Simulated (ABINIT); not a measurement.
```
How the form of the self-energy moves the gap of MgO2 (R-3m)
1.0
     1.60476    0.92651    3.49398
    -1.60476    0.92651    3.49398
     0.00000   -1.85302    3.49398
Mg O
1 2
Direct
  0.00000 0.00000 0.00000
  0.42879 0.42879 0.42879
  0.57121 0.57121 0.57121
# method: RPA screening on LDA, plane waves, norm-conserving pseudopotentials (and 5 further levels or steps)
# program: ABINIT 10.8.3
# settings: cutoff 38 Ha, PseudoDojo scalar-relativistic 0.4.1 standard, norm-conserving, ngkpt (4, 4, 4), nband 54, ecuteps 5.6 Ha, gwcalctyp 1, nfreqim 16, inclvkb 2, shiftk (0, 0, 0), symchi 1, awtr 1, frequency ac, 4×4×4 k-mesh
# cost: 13 runs, 4.3 min in all on 4 MPI ranks of Arm Neoverse N1, shared host
# notes: The program’s warnings: nkpt*nsppol () is not a multiple of nproc spkpt (). The cell and positions are those that the Materials Project relaxed with its own functionals (PBE, PBE+U or r2SCAN), kept fixed. Static COHSEX lies above G0W0: it lacks the factor Z and overstates the Coulomb hole of the filled states. The 4×4×4 mesh is coarse for this cell, which bears on the long-range parts of exchange and screening.
# G0W0, Godby-Needs plasmon pole: 5.008 eV
# G0W0, Hybertsen-Louie plasmon pole: 5.358 eV
# G0W0, von der Linden-Horsch plasmon pole: 5.285 eV
# G0W0, Engel-Farid plasmon pole: 5.106 eV
# one-shot SEX: 3.411 eV
# one-shot COHSEX: 6.217 eV
# one-shot Hartree-Fock: 14.033 eV
# G0W0, contour deformation: 4.892 eV
# G0W0, analytic continuation: 4.792 eV
# known limits: short of the basis limit; coarse k mesh
```

[Long decimals in the printed logs are rounded to 6 places.]

[Logs are printed without paths, hosts, clocks, repeated set-up lines and the standing remarks that a program may print on its own settings, such as how far it seeks lower states.]

[Paths, hosts, dates, memory and timing lines, banners, echoed tables and standing remarks are left out of the program output; an Ansatz launch command may be rebuilt from the run's recorded settings. Measured values are a selection of at most five: reports struck by readers or far from the other reports are left out. None is set beside runs whose start may be inverted or whose files or cutoffs have a known fault.]

[Runs of the session that timed out or met a known fault of the program may be left out.]

[Hosts, paths, dates, database ids (printed as entryN), source tags and the programs' standing remarks are cut or masked in the printed files.]

[G0W0 gaps are taken among the corrected bands and points alone; a level outside them can change the order at an edge.]

[Where Ansatz stands beside ABINIT at settings called matched, ABINIT's density can come from a denser mesh and the files from another edition; pairs whose starting gaps differed by over 0.03 eV were left out, so agreement reads better than it is.]
